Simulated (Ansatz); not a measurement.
**Site preference of a vacancy of In in In4GeS4 (Pa-3) (72 atoms)**

At which site of In4GeS4 (Pa-3) (72 atoms) does a vacancy of In cost least, and what about the site decides it?

Main program and level: Ansatz 0.2.0; Kohn-Sham DFT, PBEsol, PAW (set soft_2), plane waves.

### Step 1. The system as given

The cell holds 72 atoms: 32 In, 8 Ge and 32 S. Cell: a = 12.123 Å, b = 12.123 Å, c = 12.123 Å, α = 90.0°, β = 90.0°, γ = 90.0°. It derives from In4GeS4 (Pa-3), repeated 1×1×1. In4GeS4, space group Pa-3, structure from the Crystallography Open Database, 1 x 1 x 1 conventional cells; positions as listed.

What the set-up can't give: Only the Γ point is sampled, in a cell whose shortest periodic width is 12 Å.

### Step 2. Single point at the start

The forces at the start show how far the geometry lies from a minimum of this functional.

File input.yaml:

```yaml
crystal:
  lattice:
    - [12.1231, 0.0, 0.0]
    - [0.0, 12.1231, 0.0]
    - [0.0, 0.0, 12.1231]
  atoms:
    - { symbol: In, position: [0.27286, 0.03324, 0.05975] }
    - { symbol: In, position: [0.22714, 0.96676, 0.55975] }
    - { symbol: In, position: [0.72714, 0.53324, 0.44025] }
    - { symbol: In, position: [0.77286, 0.46676, 0.94025] }
    - { symbol: In, position: [0.05975, 0.27286, 0.03324] }
    - { symbol: In, position: [0.55975, 0.22714, 0.96676] }
    - { symbol: In, position: [0.44025, 0.72714, 0.53324] }
    - { symbol: In, position: [0.94025, 0.77286, 0.46676] }
    - { symbol: In, position: [0.03324, 0.05975, 0.27286] }
    - { symbol: In, position: [0.96676, 0.55975, 0.22714] }
    - { symbol: In, position: [0.53324, 0.44025, 0.72714] }
    - { symbol: In, position: [0.46676, 0.94025, 0.77286] }
    - { symbol: In, position: [0.72714, 0.96676, 0.94025] }
    - { symbol: In, position: [0.77286, 0.03324, 0.44025] }
    - { symbol: In, position: [0.27286, 0.46676, 0.55975] }
    - { symbol: In, position: [0.22714, 0.53324, 0.05975] }
    - { symbol: In, position: [0.94025, 0.72714, 0.96676] }
    - { symbol: In, position: [0.44025, 0.77286, 0.03324] }
    - { symbol: In, position: [0.55975, 0.27286, 0.46676] }
    - { symbol: In, position: [0.05975, 0.22714, 0.53324] }
    - { symbol: In, position: [0.96676, 0.94025, 0.72714] }
    - { symbol: In, position: [0.03324, 0.44025, 0.77286] }
    - { symbol: In, position: [0.46676, 0.55975, 0.27286] }
    - { symbol: In, position: [0.53324, 0.05975, 0.22714] }
    - { symbol: In, position: [0.27539, 0.27539, 0.27539] }
    - { symbol: In, position: [0.22461, 0.72461, 0.77539] }
    - { symbol: In, position: [0.72461, 0.77539, 0.22461] }
    - { symbol: In, position: [0.77539, 0.22461, 0.72461] }
    - { symbol: In, position: [0.72461, 0.72461, 0.72461] }
    - { symbol: In, position: [0.77539, 0.27539, 0.22461] }
    - { symbol: In, position: [0.27539, 0.22461, 0.77539] }
    - { symbol: In, position: [0.22461, 0.77539, 0.27539] }
    - { symbol: Ge, position: [0.3993, 0.3993, 0.3993] }
    - { symbol: Ge, position: [0.1007, 0.6007, 0.8993] }
    - { symbol: Ge, position: [0.6007, 0.8993, 0.1007] }
    - { symbol: Ge, position: [0.8993, 0.1007, 0.6007] }
    - { symbol: Ge, position: [0.6007, 0.6007, 0.6007] }
    - { symbol: Ge, position: [0.8993, 0.3993, 0.1007] }
    - { symbol: Ge, position: [0.3993, 0.1007, 0.8993] }
    - { symbol: Ge, position: [0.1007, 0.8993, 0.3993] }
    - { symbol: S, position: [0.32652, 0.07267, 0.25671] }
    - { symbol: S, position: [0.17348, 0.92733, 0.75671] }
    - { symbol: S, position: [0.67348, 0.57267, 0.24329] }
    - { symbol: S, position: [0.82652, 0.42733, 0.74329] }
    - { symbol: S, position: [0.25671, 0.32652, 0.07267] }
    - { symbol: S, position: [0.75671, 0.17348, 0.92733] }
    - { symbol: S, position: [0.24329, 0.67348, 0.57267] }
    - { symbol: S, position: [0.74329, 0.82652, 0.42733] }
    - { symbol: S, position: [0.07267, 0.25671, 0.32652] }
    - { symbol: S, position: [0.92733, 0.75671, 0.17348] }
    - { symbol: S, position: [0.57267, 0.24329, 0.67348] }
    - { symbol: S, position: [0.42733, 0.74329, 0.82652] }
    - { symbol: S, position: [0.67348, 0.92733, 0.74329] }
    - { symbol: S, position: [0.82652, 0.07267, 0.24329] }
    - { symbol: S, position: [0.32652, 0.42733, 0.75671] }
    - { symbol: S, position: [0.17348, 0.57267, 0.25671] }
    - { symbol: S, position: [0.74329, 0.67348, 0.92733] }
    - { symbol: S, position: [0.24329, 0.82652, 0.07267] }
    - { symbol: S, position: [0.75671, 0.32652, 0.42733] }
    - { symbol: S, position: [0.25671, 0.17348, 0.57267] }
    - { symbol: S, position: [0.92733, 0.74329, 0.67348] }
    - { symbol: S, position: [0.07267, 0.24329, 0.82652] }
    - { symbol: S, position: [0.42733, 0.75671, 0.32652] }
    - { symbol: S, position: [0.57267, 0.25671, 0.17348] }
    - { symbol: S, position: [0.0745, 0.0745, 0.0745] }
    - { symbol: S, position: [0.4255, 0.9255, 0.5745] }
    - { symbol: S, position: [0.9255, 0.5745, 0.4255] }
    - { symbol: S, position: [0.5745, 0.4255, 0.9255] }
    - { symbol: S, position: [0.9255, 0.9255, 0.9255] }
    - { symbol: S, position: [0.5745, 0.0745, 0.4255] }
    - { symbol: S, position: [0.0745, 0.4255, 0.5745] }
    - { symbol: S, position: [0.4255, 0.5745, 0.0745] }
kpoints:
  mp_grid: { grid: [1, 1, 1] }
hamiltonian:
  xc: pbesol
scf:
  occupations: { method: fermi_dirac, width: 0.05 }
output:
  forces: true
```

Run with:

```sh
ansatz run input.yaml --threads 4 --pin off --max-ram 8192MiB --backend cpu --events-out ev --progress --plain --runs-dir out
```

What it wrote:

```text
[...]
Pseudopotentials: kind: paw
Pseudopotential: In, paw, valence charge 13, recommended cutoff 420 eV (normal), In.paw.azcp
Pseudopotential: Ge, paw, valence charge 14, recommended cutoff 420 eV (normal), Ge.paw.azcp
Pseudopotential: S, paw, valence charge 6, recommended cutoff 420 eV (normal), S.paw.azcp
[... 3 lines on functional and potentials left out ...]
Crystal: 72 atoms, lattice volume = 1781.727 Å³
Basis set: ecut = 420 eV, 34889 PW (Γ), exchange–correlation on 180×180×180 points (8 copies of the dense FFT grid, shifted against one another)
Bands: 432, of which v1, the nominal top of the filled ones, is band 360 counted from 1 (359 counted from 0)
Symmetry: 24 space group operations
Space group: Pa-3 (ITA 205), of the structure as read, at distance tolerance 1.2e-4 Å
k-points: 1
[... 10 lines on functional and potentials left out ...]
Initial density: superposition of atomic densities (neutral atoms: chi_scale 0, normalization atom), corrected by the library's trained network
Initial wavefunctions: pseudopotential atomic-orbital guess
[...]
SCF iter   1: F=—  HF=-239190.554572 eV  |F-HF|=—  |Δ(HF+E_count)|=         —  Δρ=4.79e-3  dr2=5.58e-1  ethr=1.77e-3  ⟨swp⟩=6.0  Hψ=1781  notcnv=0  defer=29
preconditioner: auto → Resta (q_TF=auto, 2.346 Å⁻¹)  ε∞=3.6  [insulator: Δε(μ)=1.192 eV  Ē_g=14.680 eV  σ=0.050 eV  W_gap=1.00  n_scr=388 (ndim 8)  ℏωp=23.6 eV  f_vac=0.028  D(μ)=0.00/eV (n_scr^D=0)  ε∞_Penn≈3.6]
SCF iter   2: F=—  HF=-239190.386930 eV  |F-HF|=—  |Δ(HF+E_count)|=   1.68e-1  Δρ=1.86e-3  dr2=9.22e-2  ethr=7.75e-5  ⟨swp⟩=3.0  Hψ=826  notcnv=0  defer=59
SCF iter   3: F=—  HF=-239190.364362 eV  |F-HF|=—  |Δ(HF+E_count)|=   2.26e-2  Δρ=4.66e-4  dr2=4.16e-3  ethr=1.28e-5  ⟨swp⟩=3.0  Hψ=689  notcnv=0  defer=44
automatic band count: iteration 3 solves 417 bands in place of 432: the levels show a gap, and the empty bands left out lie too high to hold charge; the band table lists the bands solved (type scf.n_extra_bands for more)
SCF iter   4: F=—  HF=-239190.365108 eV  |F-HF|=—  |Δ(HF+E_count)|=   7.46e-4  Δρ=1.05e-4  dr2=3.07e-4  ethr=5.78e-7  ⟨swp⟩=2.0  Hψ=729  notcnv=0  defer=44
SCF iter   5: F=—  HF=-239190.365167 eV  |F-HF|=—  |Δ(HF+E_count)|=   5.89e-5  Δρ=5.00e-5  dr2=5.41e-5  ethr=4.26e-8  ⟨swp⟩=2.0  Hψ=729  notcnv=0  defer=44
SCF iter   6: F=—  HF=-239190.367006 eV  |F-HF|=—  |Δ(HF+E_count)|=   1.84e-3  Δρ=1.48e-5  dr2=4.15e-6  ethr=7.52e-9  ⟨swp⟩=2.0  Hψ=729  notcnv=0  defer=44
SCF iter   7: F=—  HF=-239190.367011 eV  |F-HF|=—  |Δ(HF+E_count)|=   5.06e-6  Δρ=4.89e-6  dr2=4.73e-7  ethr=5.76e-10  ⟨swp⟩=2.0  Hψ=729  notcnv=0  defer=44
SCF iter   8: F=-239190.367012 eV  HF=-239190.367012 eV  |F-HF|=3.38e-8  |Δ(HF+E_count)|=   4.21e-7  Δρ=1.15e-6  dr2=3.38e-8  ethr=1.39e-11  ⟨swp⟩=4.0  Hψ=1261  notcnv=0
SCF 1 converged in 8 iterations: F = -239190.367012 eV  dr2 = 3.38e-8
[...]
SCF converged after 8 iterations
Free energy (F): -239190.367012 eV
Harris-Foulkes:  -239190.367012 eV  (|F-HF|=3.38e-8)
Internal energy: -239190.366986 eV  (E = F + TS)
E sigma→0 (E₀):  -239190.366999 eV
Entropy (-TS):   -0.000026 eV (-0.000 meV/atom)
Fermi energy:    7.012377 eV
--- Per-component energies (eV) ---
[...]
Σ components = -239190.367012   (vs F -239190.367012, Δ=0.00e0)
--- Forces (eV/Å), atoms counted from 1 ---
  atom   1  In     0.13461228    -0.03605031     0.02993968
  atom   2  In    -0.13461228     0.03605031     0.02993968
  atom   3  In    -0.13461228    -0.03605031    -0.02993968
  atom   4  In     0.13461228     0.03605031    -0.02993968
[...]
atom  72  S      0.06815478    -0.06815478    -0.06815478
  max |Σ_I F_I| component: 4.16e-17 eV/Å
```

Run time: 18 s. Hardware: 4 threads of Intel Xeon 6975P-C (Granite Rapids), shared host; peak memory 2.5 GiB; 60 s of CPU time.

The r.m.s. force at the start is 0.068 eV/Å.

### Step 3. Relaxation

With the cell held, the atoms are moved downhill towards a nearby minimum.

File input.yaml:

```yaml
crystal:
  lattice:
    - [12.1231, 0.0, 0.0]
    - [0.0, 12.1231, 0.0]
    - [0.0, 0.0, 12.1231]
  atoms:
    [... the 72 atom lines of step 2 ...]
kpoints:
  mp_grid: { grid: [1, 1, 1] }
hamiltonian:
  xc: pbesol
scf:
  occupations: { method: fermi_dirac, width: 0.05 }
output:
  forces: true
relax:
  f_tol: 0.05
  max_steps: 120
```

What it wrote:

```text
[...]
Crystal: 72 atoms, lattice volume = 1781.727 Å³
Basis set: ecut = 420 eV, 34889 PW (Γ), exchange–correlation on 180×180×180 points (8 copies of the dense FFT grid, shifted against one another)
Bands: 432, of which v1, the nominal top of the filled ones, is band 360 counted from 1 (359 counted from 0)
Symmetry: 24 space group operations
[...]
k-points: 1
[...]
SCF iter   1: F=—  HF=-239190.554573 eV  |F-HF|=—  |Δ(HF+E_count)|=         —  Δρ=4.79e-3  dr2=5.58e-1  ethr=1.77e-3  ⟨swp⟩=6.0  Hψ=1781  notcnv=0  defer=29
[...]
SCF iter   6: F=-239190.367010 eV  HF=-239190.367006 eV  |F-HF|=3.66e-6  |Δ(HF+E_count)|=   1.26e-5  Δρ=1.49e-5  dr2=4.18e-6  ethr=7.48e-9  ⟨swp⟩=2.0  Hψ=1173  notcnv=0
SCF 1 converged in 6 iterations: F = -239190.367010 eV  dr2 = 4.18e-6
[...]
relax step   1: F+E_penalty+E_count = -239190.36701000 eV  Δ(F+E_penalty+E_count) = +0.000e0 eV  max|allowed force component| = 1.345e-1 eV/Å  Δτ_max = 0.0000 Å  (6 SCF iters, dr2 threshold 6.25e-5 eV, accepted)
[...]
relax step   2: F+E_penalty+E_count = -239190.42231170 eV  Δ(F+E_penalty+E_count) = -5.530e-2 eV  max|allowed force component| = 5.641e-2 eV/Å  Δτ_max = 0.0372 Å  (7 SCF iters, accepted)
[...]
relax step   3: F+E_penalty+E_count = -239190.42799017 eV  Δ(F+E_penalty+E_count) = -5.678e-3 eV  max|allowed force component| = 1.752e-2 eV/Å  Δτ_max = 0.0149 Å  (7 SCF iters, accepted)
SCF converged after 7 iterations
Free energy (F): -239190.427990 eV
[...]
Internal energy: -239190.427969 eV  (E = F + TS)
E sigma→0 (E₀):  -239190.427980 eV
Entropy (-TS):   -0.000021 eV (-0.000 meV/atom)
Fermi energy:    7.029327 eV
[...]
--- Forces (eV/Å), atoms counted from 1 ---
  atom   1  In     0.00498520     0.00546084     0.00602134
  atom   2  In    -0.00498520    -0.00546084     0.00602134
  atom   3  In    -0.00498520     0.00546084    -0.00602134
  atom   4  In     0.00498520    -0.00546084    -0.00602134
  atom   5  In     0.00602134     0.00498520     0.00546084
  atom   6  In     0.00602134    -0.00498520    -0.00546084
  atom   7  In    -0.00602134    -0.00498520     0.00546084
  atom   8  In    -0.00602134     0.00498520    -0.00546084
  atom   9  In     0.00546084     0.00602134     0.00498520
  atom  10  In    -0.00546084     0.00602134    -0.00498520
  atom  11  In     0.00546084    -0.00602134    -0.00498520
  atom  12  In    -0.00546084    -0.00602134     0.00498520
  atom  13  In    -0.00498520    -0.00546084    -0.00602134
  atom  14  In     0.00498520     0.00546084    -0.00602134
[...]
atom  71  S      0.01752130    -0.01752130     0.01752130
  atom  72  S     -0.01752130     0.01752130     0.01752130
  max |Σ_I F_I| component: 4.86e-17 eV/Å
--- Relaxed structure (3 steps of the walk, 3 accepted, 0 SCFs on fresh bases) ---
  F+E_penalty+E_count = -239190.42799017 eV   max|allowed force component| = 1.752e-2 eV/Å
  atoms:
    - { symbol: In, position: [0.273711, 0.033858, 0.060407] }
    - { symbol: In, position: [0.226289, 0.966142, 0.560407] }
    - { symbol: In, position: [0.726289, 0.533858, 0.439593] }
    - { symbol: In, position: [0.773711, 0.466142, 0.939593] }
[...]
- { symbol: S, position: [0.425928, 0.574072, 0.074072] }
```

The job ended after 41 s (4 threads; peak memory 2.5 GiB; 2.4 min of CPU time).

The relaxation converged after 3 steps, 0.0610 eV below its start, with a largest force component of 0.018 eV/Å.

(Continued in part 2 of 2.)

[Long decimals in the printed logs are rounded to 6 places.]

[Logs are printed without paths, hosts, clocks, repeated set-up lines and the standing remarks that a program may print on its own settings, such as how far it seeks lower states.]

[Hosts, paths, dates, database ids (printed as entryN), source tags and the programs' standing remarks are cut or masked in the printed files.]
